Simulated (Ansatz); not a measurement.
# Gap against strain: armchair GaN nanoribbon (N = 8, H edges)

How it was computed: Ansatz 0.2.0, plane waves with PAW datasets, PBE, Fermi-Dirac smearing of 0.05 eV, no spin-orbit coupling. The period is scaled from its relaxed value of 5.570 Å and the atoms relax, within the symmetry of the start, at each strain ε (in %); gaps, in eV, are read on a band path.

| period (Å) | energy (eV a cell) | place of the conduction minimum (Γ = 0, Z = 1) | ε | gap |
| --- | --- | --- | --- | --- |
| 5.347 | +0.325 | 0.00 | −4 | 2.612 |
| 5.570 | 0.000 | 0.00 | 0 | 2.503 |
| 5.681 | +0.081 | 0.00 | 2 | 2.411 |
| 5.793 | +0.326 | 0.00 | 4 | 2.29 |
| 5.904 | +0.729 | 0.00 | 6 | 2.141 |

One run is withheld: period (Å) = 5.458, with ε = −2. Fit a straight line gap = a + b × ε to the 5 rows shown and predict it.

**Fit.** The means are 1.6 for ε and 2.391 for gap. The sum of products of deviations is −2.748 and the sum of squares in ε is 59.2, so b = −2.748 / 59.2 = −0.04642 and a = 2.391 − (−0.04642) × 1.6 = 2.466. The residuals' standard deviation, with 3 degrees of freedom, is σ = 0.047.

**Prediction.** gap = 2.466 + (−0.04642) × −2 = 2.558. The run gave 2.569, so the prediction less the run is −0.011. The standard error of a prediction there, σ√(1 + 1/5 + (−2 − 1.6)²/59.2), is 0.056, and the miss is 0.2 times that, for a point between the fitted rows. With so few rows σ is itself uncertain.

The gap narrows at every step from compression to tension.

Caveats: Kohn-Sham gaps of a wire among periodic images, which in a check on one flat ribbon (7 Å apart) lowered the gap by 0.2 eV and flattened the slope; the slope b × 100 is a mean deformation potential of the gap, in eV per unit strain. Between neighbouring runs it lies between −7.4 and −2.1 eV, so a bend, a kink or scatter between runs makes one line a rough account. The unstrained row comes from a denser mesh than the others, which shifts its energy a little. Series of this kind are told only where this holds: a gap at every strain (compound wires with polar facets were set aside first). 88 of 101 did.
